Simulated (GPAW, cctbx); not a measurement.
# Tl3SnI6: what bonding does to one electron reflection, worked out

Tl3SnI6, Fm-3m (no. 225), a = 12.4238 Å, b = 12.4238 Å, c = 12.4238 Å, α = 90.00°, β = 90.00°, γ = 90.00°.

| atom | mult. | x | y | z |
| --- | --- | --- | --- | --- |
| Tl1 | 4 | 1/2 | 0 | 0 |
| Tl2 | 8 | 1/4 | 1/4 | 3/4 |
| I1 | 24 | 0 | 0 | 0.7568 |
| Sn1 | 4 | 0 | 0 | 0 |

The cell comes from substitution in a known structure type and wasn't matched to any measured phase.

A DFT run (GPAW, PBE, 450 eV, 3×3×3 k-points, Fermi–Dirac width 0.05 eV) gives the static X-ray structure factor of 020 as 284.114 e for the conventional cell; superposed free atoms give 282.096 e. **Problem.** Find the Fourier component V of the crystal potential and the two-beam extinction distance at 300 kV in both cases.

## Step 1: Geometry

The cell volume is Ω = 1917.60 Å³ and d(020) = 6.2119 Å, so g = 1/d = 0.1610 Å⁻¹.

## Step 2: The nuclei

Electrons feel nuclei as well as electrons, so the nuclear charges are summed with the same phases.

Phase sums Σ exp(2πi h·x), turned so that the total is real and positive: Tl -4.000, I +8.030, Sn +4.000. Then F_Z = 81 × (-4.000) + 53 × (+8.030) + 50 × (+4.000) = 301.57 e. The electron term has the same sign for this reflection.

## Step 3: Mott–Bethe

Poisson's equation, term by term, gives V = (e/4πε₀)(F_Z − F)/(πΩg²), with e/4πε₀ = 14.3996 V Å.

The prefactor is 14.3996 × 6.2119²/(π × 1917.60) = 0.09223 V per electron. Free atoms: (301.57 − 282.096) × 0.09223 = 1.796 V. Crystal: (301.57 − 284.114) × 0.09223 = 1.610 V. F changes by +0.72 % and V by -10.4 %: the same 2.02 e is measured against F_Z − F = 19.5 e in place of F = 282.1 e.

## Step 4: Extinction distance

In the two-beam case ξ = 1/(λU) with U = 2γm₀eV/h², that is ξ = 150.41 V Å²/(γλV).

At 300 kV, λ = 0.01969 Å and γ = 1.5871. Free atoms: ξ = 2681 Å. Crystal: ξ = 2991 Å. The thickness fringes go as sin²(πt/ξ), so the two patterns slip by a quarter of a period when t|1/ξ₁ − 1/ξ₀| = 1/4, at t ≈ 647 nm. Thermal motion, absorption and many-beam coupling, left out here, change a real pattern.

## Step 5: Answer

V(020) is 1.61 V against 1.80 V, and ξ is 2991 against 2681 Å. Limits: static atoms, two beams.
